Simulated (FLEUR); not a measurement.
# Calculated records

```xyz
1
Lattice="0.000 1.762 1.762 1.762 0.000 1.762 1.762 1.762 0.000" Properties=species:S:1:pos:R:3 pbc="T T T" subject="Nickel: parallel and opposed starts" method="LDA (VWN); all-electron FLAPW, Dirac cores, scalar-relativistic bands (and 1 further level or step)" program="FLEUR MaX-R8.1" settings_of_one_run="kmax 3.6 1/bohr, gmax 10.8 1/bohr, muffin tin radii Ni: 2.3 bohr, lmax Ni: [8, 6], hist occupations, smearing width 0.05 eV, mixer Anderson, mixing 0.05, max iterations 90, stop 2.00e-5 me/bohr³, collinear spin, 18×18×18 k-mesh, mesh matched on, starting moments 1 μB" cost="4 runs, 5.3 min in all on 4 MPI ranks of Arm Neoverse V1, shared host (the runs of this entry)" notes="The run is spin-polarised, with a total moment of 0.61 μB a cell. This is the lowest of 3 finished starts, no proof of the ground state." lowest_state_found="ferromagnetic (initial ferro +)" largest_site_spin_moment="0.630 μB" next_finished_state="non-magnetic, 42.6 meV a seeded atom higher" energy_gained_by_spin_polarisation="42.6 meV a seeded atom" hyperfine_field_at_ni1_along_its_moment="-5.27 T" orbital_moment_on_the_atom_of_largest_spin_along_its_spin_spin_orbit_run="0.0475 μB"
Ni    0.000    0.000    0.000
```

[Logs and program files are shortened in this print: banners, set-up blocks, solver, clock and traceback lines can be left out without a mark of their own.]

[Logs are printed without paths, hosts, clocks, repeated set-up lines and the standing remarks that a program may print on its own settings, such as how far it seeks lower states.]

[Hosts, paths, dates, database ids (printed as entryN), source tags and the programs' standing remarks are cut or masked in the printed files.]

[Where a cell is said to come from a database of computed structures, the database is the Materials Project.]
